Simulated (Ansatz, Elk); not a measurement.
**How far do independent atoms describe RuS?**

Structure refinements treat a crystal as free atoms side by side. For a made-up structure of RuS (cell and positions from a r2SCAN relaxation) the runs below show what the calculated density changes in F(hkl).

Program: Elk 11.2.3 (patched build). Level of theory: DFT, PBE, all-electron APW+lo, Dirac cores, scalar-relativistic bands, static density, no spin. Results are calculated unless marked as measured.

This account leaves out most program logs.

The structure was built from a prototype and need not be the compound's stable phase.

### 1. Set-up

It takes space group P-62m (No. 189, hexagonal). The conventional cell has a = 6.109 Å, b = 6.109 Å, c = 2.911 Å, α = 90.00°, β = 90.00°, γ = 120.00°. Ru has 3 S at 2.20 Å nearest. Nearest to Ru lie 6 S at 2.44 Å. S has 5 Ru at 2.20 to 2.44 Å nearest. Farther neighbours and most contacts between anions are not listed.

### 2. Ground state and structure factors

An all-electron density is needed, since X-rays see the cores too. Task 0 finds the density and task 195 Fourier-transforms it; tshift is off so that phases refer to the origin typed.

elk.in reads:

```
tasks
  0
  195

xctype
  20

spinpol
  .false.

rgkmax
  7.0

gmaxvr
  14.0

lmaxo
  7

lmaxapw
  8

swidth
  0.002

tshift
  .false.

ramdisk
  .false.

hmaxvr
  5.5

maxscl
  120

epspot
  1e-06

sppath
  './'

avec
  11.54407389628 0.00000000000 0.00000000000
  -5.77203694814 9.99746125734 0.00000000000
  0.00000000000 0.00000000000 5.50131970635

atoms
  2
  'Ru.in'
  3
  0.0000000000 -0.0000000000 0.0000000000   0.000000 0.000000 0.000000
  0.3333333333 0.6666666667 0.5000000000   0.000000 0.000000 0.000000
  0.6666666667 0.3333333333 0.5000000000   0.000000 0.000000 0.000000
  'S.in'
  3
  0.0000000000 0.3599156109 0.0000000000   0.000000 0.000000 0.000000
  0.3599156109 -0.0000000000 0.0000000000   0.000000 0.000000 0.000000
  0.6400843891 0.6400843891 0.0000000000   0.000000 0.000000 0.000000

ngridk
  4 4 8
```

On the command line:

```console
$ OMP_NUM_THREADS=4 elk
```

It took 47 s on 4 threads of AMD EPYC 7R32 (Zen 2), shared host; peak memory 0.22 GiB.

SFACRHO.OUT:

```text

h k l indices transformed by vhmat matrix:
   1.000000000       0.000000000       0.000000000    
   0.000000000       1.000000000       0.000000000    
   0.000000000       0.000000000       1.000000000    

      h      k      l  multipl.   |H|            Re(F)            Im(F)           |F|

      0      0      0      1   0.0000000       180.00000      0.57942289E-15   180.00000    
      1      0      0      6  0.62847809      -3.8871067     -0.44969153E-10   3.8871067    
     -1     -1      0      3   1.0885560       93.357040      -30.910897       98.341346    
      1      1      0      3   1.0885560       93.357040       30.910897       98.341346    
      0      0     -1      2   1.1421233     -0.80447103      0.22656322E-13  0.80447103    
     -2      2      0      6   1.2569562       7.1518869     -0.65565509E-13   7.1518869    
     -1      0     -1     12   1.3036220       67.235518     -0.21518096E-10   67.235518    
      2     -1      1      6   1.5777832      -47.832338      -25.856196       54.373481    
     -2      1     -1      6   1.5777832      -47.832338       25.856196       54.373481    
     -3      1      0      6   1.6627967      0.49733122      -6.8128735       6.8310017    
     -2      3      0      6   1.6627967      0.49733111       6.8128735       6.8310017    
      0      2     -1     12   1.6983476       69.919235     -0.59122173E-10   69.919235    
     -3      3      0      6   1.8854343       117.09970      0.59585244E-13   117.09970    
      2     -3      1     12   2.0172601       59.725527      -6.0668391       60.032867    
     -2     -1     -1     12   2.0172601       59.725527       6.0668391       60.032867    
     -2     -2      0      3   2.1771119       74.425524       19.707095       76.990442    
      2     -4      0      3   2.1771119       74.425524      -19.707095       76.990442    
      0      3     -1     12   2.2043838      -4.7637358      0.67185539E-12   4.7637358
```

Elk indexes on the primitive cell of elk.in and gives |H| = 4π sin θ/λ in inverse bohr. Below, one row stands for each form hkl of the conventional cell (m members, Friedel mates merged), F is for one primitive cell and the density is static (no thermal factor). Free-atom factors are Waasmaier and Kirfel's, and R is Σm||F|−|F'||/Σm|F|.

```tsv
hkl	m	sin θ/λ (Å⁻¹)	abs F, DFT	neutral atoms	diff.	abs of complex diff.
100	6	0.095	3.887	3.931	-0.044	0.044
110	6	0.164	98.341	98.622	-0.280	0.440
001	2	0.172	0.804	0.970	-0.165	0.165
200	6	0.189	7.152	7.110	+0.042	0.042
101	12	0.196	67.236	67.548	-0.313	0.313
111	12	0.237	54.373	54.418	-0.045	0.162
210	12	0.250	6.831	6.884	-0.053	0.055
201	12	0.255	69.919	70.265	-0.346	0.346
300	6	0.283	117.100	117.593	-0.493	0.493
211	24	0.303	60.033	60.210	-0.177	0.221
220	6	0.327	76.990	77.268	-0.278	0.513
301	12	0.332	4.764	4.766	-0.002	0.002
310	12	0.341	9.440	9.489	-0.048	0.126
002	2	0.344	109.194	109.160	+0.034	0.034
```

### 3. The highest occupied states alone

An energy window below the Fermi level keeps the highest occupied states, to see at which angles they scatter; shallow core shells can lie inside it and anion s states outside. No new self-consistency is needed.

Changes to elk.in since step 2:

```diff
@@ -1,3 +1,2 @@
 tasks
-  0
   195
@@ -40,2 +39,5 @@
 
+wsfac
+  -0.166550 0.684690
+
 sppath
```

On the command line:

```console
$ OMP_NUM_THREADS=4 elk
```

Run time: 9 s. Hardware: 4 threads; peak memory 0.15 GiB; 12 s of CPU time.

States within 15 eV below the Fermi level hold 40.80 electrons; any levels below the window count with the cores, and a count that is not whole means the window cuts a band. Their amplitudes can exceed the total, where window and core parts have opposite phase:

```tsv
hkl	sin θ/λ (Å⁻¹)	abs F, window	abs F, all
100	0.095	1.075	3.887
110	0.164	9.721	98.341
001	0.172	3.137	0.804
200	0.189	1.160	7.152
101	0.196	5.033	67.236
111	0.237	4.043	54.373
210	0.250	0.461	6.831
201	0.255	3.345	69.919
300	0.283	4.092	117.100
211	0.303	1.688	60.033
```

### 4. Another functional

The difference from free atoms is small, so it is set against the change that LDA (Perdew-Wang) makes.

Changes to elk.in since step 3:

```diff
@@ -1,2 +1,3 @@
 tasks
+  0
   195
@@ -4,3 +5,3 @@
 xctype
-  20
+  3
 
@@ -39,5 +40,2 @@
 
-wsfac
-  -0.166550 0.684690
-
 sppath
```

On the command line:

```console
$ OMP_NUM_THREADS=4 elk
```

It took 33 s on 4 threads; peak memory 0.17 GiB; 1.7 min of CPU time.

Against the first run R = 0.05 %; the largest change is -0.053 at 304.

### 5. Basis size

A smaller basis shows how fast F responds to it; the change is likely larger than the basis error of the first run, but doesn't show convergence.

Changes to elk.in since step 4:

```diff
@@ -5,3 +5,3 @@
 xctype
-  3
+  20
 
@@ -11,3 +11,3 @@
 rgkmax
-  7.0
+  5.5
```

On the command line:

```console
$ OMP_NUM_THREADS=4 elk
```

The job ended after 32 s (4 threads; peak memory 0.21 GiB; 89 s of CPU time).

Against the first run R = 0.06 %; the largest change is +0.122 at 302.

### 6. Settings against the effect

```tsv
run	R against the first run (%)	R against neutral atoms, low angle (%)	wall time
PBE, rgkmax 7	0.00	0.39	47 s
LDA (Perdew-Wang)	0.05	0.40	33 s
rgkmax 5.5	0.06	0.48	32 s
```

### 7. Outcome

```yaml
r_against_neutral_atoms_sin_theta_lambda_0p3_a_minus1: 0.39 %
r_against_neutral_atoms_0p3_to_0p83_a_minus1: 0.23 %
```

In words: Independent neutral atoms miss the calculated amplitudes by R = 0.39 % below 0.3 Å⁻¹ and 0.23 % from there to 0.83 Å⁻¹; by shells, 1.12 % below 0.15 Å⁻¹ (1 form), 0.38 % 0.15 to 0.3 (8 forms), 0.39 % 0.3 to 0.45 (17 forms), 0.20 % above 0.45 (89 forms). Bonding, aspherical density and the tables' own atoms all enter these figures, and the runs don't part them. The largest change of an amplitude is -0.49 electrons, at 300. R counts amplitudes alone; phases shift too. Weak lines can change much in proportion: 001 goes from 0.97 to 0.80. The window's part falls from 40.8 electrons at the origin to at most 0.47 between 0.45 and 0.83 Å⁻¹. Below 0.3 Å⁻¹ the changes that finished (LDA (Perdew-Wang) and rgkmax 5.5) move F by R = 0.09 % at most, against the 0.39 % that separates it from free atoms. The k-mesh has no finished test. These runs have no spin, though d or f shells may be open. Part of the difference isn't bonding: the tables are fits to free atoms and ions calculated by other methods than this functional. Thermal motion, anomalous dispersion and extinction are left out.

[Logs are printed without paths, hosts, clocks, repeated set-up lines and the standing remarks that a program may print on its own settings, such as how far it seeks lower states.]

[Hosts, paths, dates, database ids (printed as entryN), source tags and the programs' standing remarks are cut or masked in the printed files.]
